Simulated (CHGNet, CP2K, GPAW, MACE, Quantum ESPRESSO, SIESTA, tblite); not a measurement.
## Σ7 (111) twist boundary in a Al-Pt solid solution (84 atoms) in CP2K

Aim: run Σ7 (111) twist boundary in a Al-Pt solid solution (84 atoms) in CP2K and see how near its forces come to a plane-wave reference, and at what cost.

Program: CP2K 2026.2. Level of theory: the method is named at each step. Results are calculated unless marked as measured.

## Step 1: Set-up

The cell holds 84 atoms: 73 Al and 11 Pt. Cell: a = 7.545 Å, b = 7.545 Å, c = 28.340 Å, α = 90.0°, β = 90.0°, γ = 120.0°. Fcc Al lattice (a = 4.0328 Å, the value set for the mixture); two grains turned against each other by 38.21 deg about [111]; 1 x 1 coincidence cells, 2 lattice periods a grain, two boundaries a cell, upper grain shifted by [0.672, 0.278] of the boundary cell and opened by 0.2 Å, one atom of each pair nearer than 1.854 Å removed; 11 of 84 Al sites given to Pt at random (lattice constant by Vegard's rule between Al and Pt); not relaxed, displaced by a Gaussian of 0.02 Å. Then every atom was moved at random, 0.03 Å r.m.s. a Cartesian component. Regions: lower grain, 42 atoms (35 Al and 7 Pt); upper grain, 42 atoms (38 Al and 4 Pt). The structure's axis is c.

The yardstick, on the same geometry:

* method: Kohn-Sham DFT, PBE, SSSP efficiency 1.3.0 pseudopotentials, plane waves (Quantum ESPRESSO 7.5); sssp-pbe-1.3.0-efficiency, cutoffs 45/360 Ry, Γ point
* r.m.s. force component: 0.4481 eV/Å
* longest force: 2.39 eV/Å
* pressure: -3.087 GPa
* time: 4.2 min on 4 MPI ranks of Arm Neoverse V2, shared host
* CPU time: 17 min

## Step 2: PBE, DZVP-UZH, 600/50 Ry, diagonalisation

Method: Kohn-Sham DFT, PBE, GTH-PBE pseudopotentials, Gaussian and plane waves, DZVP-MOLOPT (UZH set), diagonalisation.

Input file input.inp:

```
&GLOBAL
  PROJECT cell
  RUN_TYPE ENERGY_FORCE
  PRINT_LEVEL LOW
&END GLOBAL
&FORCE_EVAL
  METHOD QS
  STRESS_TENSOR ANALYTICAL
  &DFT
    BASIS_SET_FILE_NAME BASIS_MOLOPT_UZH
    POTENTIAL_FILE_NAME POTENTIAL_UZH
    &MGRID
      CUTOFF 600
      REL_CUTOFF 50
      NGRIDS 5
    &END MGRID
    &QS
      EPS_DEFAULT 1.0E-12
    &END QS
    &SCF
      SCF_GUESS ATOMIC
      EPS_SCF 5.0E-06
      MAX_SCF 200
      ADDED_MOS 41
      &DIAGONALIZATION
        ALGORITHM STANDARD
      &END DIAGONALIZATION
      &SMEAR ON
        METHOD FERMI_DIRAC
        ELECTRONIC_TEMPERATURE [K] 580
      &END SMEAR
      &MIXING
        METHOD BROYDEN_MIXING
        ALPHA 0.15
        NBROYDEN 12
      &END MIXING
      &PRINT
        &RESTART OFF
        &END RESTART
      &END PRINT
    &END SCF
    &XC
      &XC_FUNCTIONAL PBE
      &END XC_FUNCTIONAL
    &END XC
    &PRINT
      &MULLIKEN ON
      &END MULLIKEN
      &HIRSHFELD ON
        SHAPE_FUNCTION DENSITY
      &END HIRSHFELD
      &MO ON
        EIGENVALUES T
        OCCUPATION_NUMBERS T
        MO_INDEX_RANGE 198 221
        &EACH
          QS_SCF 0
        &END EACH
        ADD_LAST NUMERIC
      &END MO
    &END PRINT
  &END DFT
  &SUBSYS
    &CELL
      A 7.54468 0.00000 0.00000
      B -3.77234 6.53388 0.00000
      C 0.00000 0.00000 28.34006
    &END CELL
    &TOPOLOGY
      COORD_FILE_NAME structure.xyz
      COORD_FILE_FORMAT XYZ
    &END TOPOLOGY
    &KIND Al
      BASIS_SET DZVP-MOLOPT-PBE-GTH-q3
      POTENTIAL GTH-PBE-q3
    &END KIND
    &KIND Pt
      BASIS_SET DZVP-MOLOPT-PBE-GTH-q18
      POTENTIAL GTH-PBE-q18
    &END KIND
  &END SUBSYS
  &PRINT
    &FORCES ON
    &END FORCES
    &STRESS_TENSOR ON
    &END STRESS_TENSOR
  &END PRINT
&END FORCE_EVAL
```

Input file structure.xyz:

```xyz
84

Al 4.36286 3.71386 0.02296
Al 4.91547 0.97492 28.29472
Al 5.38554 2.55266 2.28279
Al 6.44670 1.26496 4.63700
Al 1.58152 4.73040 28.32504
Al 2.16008 6.30565 2.38028
Al 2.12258 1.86144 0.04194
Al 2.66078 3.42820 2.35166
Al 3.22290 4.92504 4.70842
Al 3.23742 0.66306 2.32247
Al 3.80346 2.18238 4.64777
Al 4.29036 3.78090 6.98101
Al 4.84323 0.97812 7.02012
Pt 5.40818 2.46484 9.28335
Al 6.51977 1.21053 11.66817
Al -1.08334 5.52688 0.02239
Al -0.55442 2.83067 0.02636
Al -0.09072 4.35725 2.31283
Al 0.46577 5.86749 4.64692
Pt 3.76249 6.52480 0.02749
Al 0.55767 1.56205 2.35081
Al 1.11341 3.11869 4.62255
Al 1.55488 4.68976 6.96882
Pt 2.08165 6.21529 9.28902
Al 1.53421 0.29794 4.68546
Al 2.15038 1.81838 6.99376
Al 2.73178 3.41395 9.33323
Pt 3.21203 5.01024 11.66108
Al 3.19645 0.57590 9.36327
Al 3.72681 2.21427 11.64833
Al -2.55195 5.30937 2.24935
Al -1.63067 4.07956 4.63275
Al -1.09843 5.61260 6.94388
Pt -0.54578 2.77755 6.99489
Al 0.01973 4.36234 9.30234
Al 0.48237 5.90016 11.66420
Al 0.04417 0.02189 7.00198
Al 0.51051 1.60387 9.29809
Al 1.08145 3.09039 11.66789
Pt 1.66119 0.31415 11.59590
Al -2.70733 5.27768 9.31509
Pt -1.69201 4.02350 11.62991
Al 1.37475 0.95506 14.17088
Al -0.32050 5.58255 14.18845
Al 2.99946 0.55799 16.49250
Pt 1.88760 3.67766 14.18958
Pt 1.37370 5.24050 16.46132
Al 4.60965 0.19798 18.83650
Al 2.41373 6.49409 14.19922
Al 5.60804 1.50554 16.55230
Al 4.51553 4.62305 14.11987
Al -3.54000 6.17902 16.50780
Al -0.28319 1.16937 18.87505
Al -0.86138 2.72450 14.23833
Pt -1.40999 4.32798 16.50412
Al -1.91533 5.81117 18.81298
[... 24 atom lines left out ...]
Al 4.05542 1.87405 21.18873
Al 3.50567 3.38631 23.52990
Al 2.93164 4.93582 25.82885
Al 5.15204 3.04309 25.83168
```

Launch:

```
$ OMP_NUM_THREADS=1 mpirun -np 4 cp2k.psmp -i input.inp > output.txt
```

Numbers of over 12 decimals in the logs are rounded to 6 here.

Log:

```text
CP2K| version string:                                       CP2K version 2026.2
 CP2K| Input file name                                                 input.inp
 GLOBAL| Basis set file name                                    BASIS_MOLOPT_UZH
 GLOBAL| Potential file name                                       POTENTIAL_UZH
 GLOBAL| Run type                                                   ENERGY_FORCE
 GLOBAL| Total number of message passing processes                             4
 GLOBAL| Number of threads for this process                                    1
 TOTAL NUMBERS AND MAXIMUM NUMBERS
  Total number of            - Atomic kinds:                                   2
                             - Atoms:                                         84
                             - Shell sets:                                    84
                             - Shells:                                       453
                             - Primitive Cartesian functions:                358
                             - Cartesian basis functions:                   1363
                             - Spherical basis functions:                   1235
  Maximum angular momentum of- Orbital basis functions:                        3
                             - Local part of the GTH pseudopotential:          2
                             - Non-local part of the GTH pseudopotential:      5
 SCF PARAMETERS         Density guess:                                    ATOMIC
                        max_scf:                                             200
                        eps_scf:                                        5.00E-06
                        added MOs                                        41    0
                        Mixing method:                            BROYDEN_MIXING
                                                charge density mixing in g-space
                        Smear method:                                FERMI_DIRAC
                        Electronic temperature [K]:                        580.0
                        Electronic temperature [a.u.]:                  1.84E-03
                        Accuracy threshold:                             1.00E-10
 Extrapolation method: initial_guess
 Number of electrons:                                                        417
 Number of occupied orbitals:                                                209
 Number of molecular orbitals:                                               250
 Number of orbital functions:                                               1235
 Number of independent orbital functions:                                   1235
 SCF WAVEFUNCTION OPTIMIZATION
  Step     Update method      Time    Convergence         Total energy    Change
     1 NoMix/Diag. 0.15E+00    6.5     1.61511946     -1487.2525214807 -1.49E+03
     2 Broy./Diag. 0.15E+00   11.3     1.30966478     -1530.7370312839 -4.35E+01
     3 Broy./Diag. 0.15E+00   11.3     0.76610783     -1471.8717889631  5.89E+01
     4 Broy./Diag. 0.15E+00   11.3     0.08207792     -1478.4087119273 -6.54E+00
[...]
19 Broy./Diag. 0.15E+00   11.4     0.00000632     -1473.4854093663  1.78E-04
    20 Broy./Diag. 0.15E+00   11.4     0.00000433     -1473.4853421787  6.72E-05
  *** SCF run converged in    20 steps ***
  Electronic density on regular grids:       -416.9999999997        0.0000000003
  Core density on regular grids:              416.9999999992       -0.0000000008
  Total charge density on r-space grids:       -0.0000000005
  Total charge density g-space grids:          -0.0000000005
  Overlap energy of the core charge distribution:               2.235e-11
  Self energy of the core charge distribution:              -2421.663133
  Core Hamiltonian energy:                                    532.900396
  Hartree energy:                                             602.834569
  Exchange-correlation energy:                               -187.546294
  Electronic entropic energy:                                  -0.010880
  Fermi energy:                                                 0.305255
  Total energy:                                             -1473.485342
  Total energy (extrapolated to T->0):                      -1473.479902
 MO| EIGENVALUES AND OCCUPATION NUMBERS
 MO|
 MO|  Index      Eigenvalue [a.u.]        Eigenvalue [eV]             Occupation
 MO|    198               0.281177               7.651206               1.999996
 MO|    199               0.283661               7.718798               1.999984
 MO|    200               0.286056               7.783967               1.999942
[...]
MO|    220               0.326525               8.885185               0.000019
 MO|    221               0.329489               8.965860               0.000004
 MO| Sum:                                                             417.000000
 MO| E(Fermi):            0.305255 a.u.          8.306402 eV
 !-----------------------------------------------------------------------------!
                     Mulliken Population Analysis
 #  Atom  Element  Kind  Atomic population                           Net charge
       1     Al       1          2.948991                              0.051009
       2     Al       1          2.904492                              0.095508
       3     Al       1          3.048998                             -0.048998
[...]
83     Al       1          2.984060                              0.015940
      84     Al       1          2.996244                              0.003756
 # Total charge                            417.000000                  0.000000
 !-----------------------------------------------------------------------------!
 !-----------------------------------------------------------------------------!
                           Hirshfeld Charges
  #Atom  Element  Kind  Ref Charge     Population                    Net charge
      1       Al     1       3.000          2.991                         0.009
      2       Al     1       3.000          2.990                         0.010
      3       Al     1       3.000          3.020                        -0.020
[...]
83       Al     1       3.000          2.987                         0.013
     84       Al     1       3.000          3.000                         0.000
  Total Charge                                                           -0.000
 !-----------------------------------------------------------------------------!
 ENERGY| Total FORCE_EVAL ( QS ) energy [hartree]          -1473.485298
 FORCES| Atomic forces [hartree/bohr]
 FORCES|   Atom     x               y               z               |f|
 FORCES|      1 -5.52066643E-03  1.44608102E-02 -7.66391262E-03   1.72721842E-02
 FORCES|      2  7.06059783E-03 -7.89647322E-03 -8.02875658E-04   1.06231323E-02
 FORCES|      3 -5.63768613E-04 -2.10660447E-03  1.47152493E-02   1.48759597E-02
[...]
FORCES|     83  1.00551080E-03  1.15830948E-03  2.37708725E-03   2.82900629E-03
 FORCES|     84 -7.24216515E-04  5.55915103E-04  8.59593126E-04   1.25396631E-03
 FORCES| Sum     1.82241259E-06 -5.77768873E-07  8.12260382E-06
 FORCES| Total atomic force                                       8.34456095E-06
 STRESS| Analytical stress tensor [bar]
 STRESS|                        x                   y                   z
 STRESS|      x       -5.84154371969E+04  -1.62269494136E+03  -7.04342406158E+02
 STRESS|      y       -1.62269494136E+03  -6.19943955746E+04   2.68694122494E+03
 STRESS|      z       -7.04342406158E+02   2.68694122494E+03   2.43467927515E+04
 STRESS| 1/3 Trace                                            -3.20210133400E+04
```

The job ended after 4.3 min (4 MPI ranks of Arm Neoverse V2, shared host; peak memory 7.2 GiB; 17 min of CPU time).

Banners, paths, timers and routine set-up lines are dropped from the logs unmarked, and long logs keep their key lines alone; longer cuts are marked.

Compared with the plane-wave run:

- r.m.s. force component: 0.4535 eV/Å
- r.m.s. difference of force components: 14.71 meV/Å
- longest difference of force vectors: 53.03 meV/Å
- force difference over r.m.s. force: 3.282 %
- slope of forces against the reference's: 1.012
- correlation of force components: 0.9995
- pressure: -3.202 GPa
- pressure difference: -0.1148 GPa

Length of the force difference by element (eV/Å):

```csv
element,atoms,mean,most
Al,73,0.023,0.053
Pt,11,0.021,0.039
```

Local excerpt of 12 atoms (numbers count through the whole input) about Al36, which has 11 bonded neighbours where the commonest count for Al is 12; x, y, z are measured from there.

```
atom      x      y      z  distance (Å)  bonds  Hirshfeld charge (e)     Fx     Fy  Fz (eV/Å)
Al36   0.00   0.00   0.00          0.00     11                 -0.01   0.59  -0.16       0.04
Al44  -0.80  -0.32   2.52          2.67     11                  0.01   0.48  -0.64       0.33
Pt40  -2.59   0.95  -0.07          2.76     10                 -0.01  -0.12   1.78      -0.69
Al29  -1.06   1.21  -2.30          2.81     12                  0.00   0.47   0.26       0.06
Al35  -0.46  -1.54  -2.36          2.86     12                  0.01  -0.72  -0.49       0.19
Pt28   2.73  -0.89   0.00          2.87     12                 -0.02  -1.36  -1.08       0.26
Pt42  -2.17  -1.88  -0.03          2.87     12                 -0.02   2.17  -0.67       0.84
Al39   0.60  -2.81   0.00          2.87     12                  0.00   0.09   0.25       0.79
Pt24   1.60   0.32  -2.38          2.88     12                  0.03  -0.38  -1.06      -0.73
Al30  -0.53   2.85  -0.02          2.90     10                 -0.01   0.42   0.55      -0.50
Al15   2.27   1.84   0.00          2.92     11                  0.00  -0.31  -0.07      -0.36
Al49   1.93   0.59   2.54          3.24     12                  0.01   0.02  -0.99      -0.75
```

Forces lie 3.3 % from the reference's, at 1.0 times its CPU time.

## Step 3: What came out

| Property | Result |
| --- | --- |
| force difference from the reference | CP2K PBE, DZVP-UZH, 600/50 Ry, diagonalisation, 3.3 % |
| its CPU time | 17 min |

**Reading.** The PBE run in local orbitals differs by 3.3 % (CP2K PBE, DZVP-UZH, 600/50 Ry, diagonalisation); basis, grid and potentials can all enter. The potentials hold different valence shells: 395 electrons in the reference, 417 in CP2K with DZVP-UZH; this bears on time and differences. The reference's pressure holds the uncorrected Pulay stress of its 45 Ry basis, so small pressure differences, and their order, may be the reference's own error. The electron count is odd in QE PBE, sssp-1.3.0-efficiency, 45/360 Ry and CP2K PBE, DZVP-UZH, 600/50 Ry, diagonalisation, and they have no spin polarisation, so the unpaired electron is spread evenly over both spins. The reference's stress is far from hydrostatic: its diagonal is -5.8, -6.1, 2.7 GPa, compression counted positive. The host structure and its lattice constant were typed by rule, without a check against the phase diagram. The reference's pressure of -3.1 GPa belongs to a cell and atoms that aren't relaxed at this level. The electronic-structure runs sample only Γ, in a cell whose shortest periodic width is 7 Å, which is coarse for a cell with partly filled levels. Spin–orbit coupling is left out, which matters for the levels of the heavy elements.

[Also dropped from logs without a mark: logging warnings of Python, and SIESTA's first energy breakdown and zero terms.]

[Logs are printed without paths, hosts, clocks, repeated set-up lines and the standing remarks that a program may print on its own settings, such as how far it seeks lower states.]

[Hosts, paths, dates, database ids (printed as entryN), source tags and the programs' standing remarks are cut or masked in the printed files.]
